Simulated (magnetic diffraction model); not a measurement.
# DyCuRh: what an assumed order does to the neutron pattern

Space group P-62m (no. 189), a = 6.8390 Å, c = 3.9200 Å.

```csv
site,atom,x,y,z
3g,Dy,0.4145,0,1/2
3f,Rh,0.7608,0,0
1b,Cu,0,0,1/2
2c,Cu,2/3,1/3,0
```

This is a made-up structure (elements placed in a structure type, unrelaxed), so the numbers test the method and describe no known phase.

Only Dy is taken to order (form factors of Dy3+); orders and moment sizes are assumed, and not adapted to the symmetry. Radiation: neutrons of λ = 2.36 Å (absorption by Dy left out), 8° to 90°; isotropic B of 0.4 Å² (Dy), 0.69 Å² (Rh) and 0.81 Å² (Cu). Simulated constant-wavelength pattern: nuclear and magnetic terms add, the magnetic one as |2.695 fm × Σ f S⊥ exp(2πi Q·r) exp(−B s²)|², summed over all Q at one angle with the factor 1/(sin²θ cos θ). For collinear order S is the moment m, which repeats by lattice and centring translations R with the sign exp(−2πi k·R). Free-ion form factors, Sears's scattering lengths of 1992, no absorption; a label names one of the reflections at its angle. The strongest nuclear line in the range is 100, and lines under 0.2 are left out.

Assume the order k = (0 0 1/2), collinear moments along [100], 9.4 μB on Dy; signs + at (0.4145, 0, 1/2), − at (0.5855, 0.5855, 1/2), + at (0, 0.4145, 1/2).

Predict the pattern, nuclear and magnetic parts apart.

```csv
2θ (°),index,nuclear,magnetic
17.31,(0 0 1/2),0.0,35.4
22.98,(1 0 0),3.0,0.0
28.92,(1 0 1/2),0.0,171.1
35.04,(0 0 1),9.5,0.0
40.37,(1 1 0),15.7,0.0
42.32,(1 0 1),0.8,0.0
44.23,(1 1 1/2),0.0,46.9
46.96,(2 0 0),19.3,0.0
50.42,(2 0 1/2),0.0,40.5
53.68,(0 0 3/2),0.0,3.2
54.51,(1 1 1),96.7,0.0
59.15,(1 0 3/2),0.0,53.2
59.92,(2 0 1),100.0,0.0
63.62,(2 1 0),44.0,0.0
66.48,(2 1 1/2),0.0,32.2
69.26,(1 1 3/2),0.0,21.5
73.41,(3 0 0),25.1,0.0
74.03,(0 0 2),34.6,0.0
74.06,(2 0 3/2),0.0,21.4
74.75,(2 1 1),18.3,0.0
76.10,(3 0 1/2),0.0,19.8
78.71,(1 0 2),0.7,0.0
84.01,(3 0 1),1.2,0.0
87.28,(2 2 0),9.4,0.0
87.88,(1 1 2),9.9,0.0
87.91,(2 1 3/2),0.0,27.4
89.88,(2 2 1/2),0.0,15.9
```

The strongest magnetic line in the range is (1 0 1/2) at 28.92° (171.1). On top of the Lorentz factor, which all lines share, magnetic lines fade with angle because f falls: for Dy3+ it is 0.96, 0.84, 0.69 and 0.41 at sin θ/λ = 0.1, 0.2, 0.3 and 0.5 Å⁻¹, while nuclear lengths stay constant. The order has no net moment.

[Logs are printed without paths, hosts, clocks, repeated set-up lines and the standing remarks that a program may print on its own settings, such as how far it seeks lower states.]
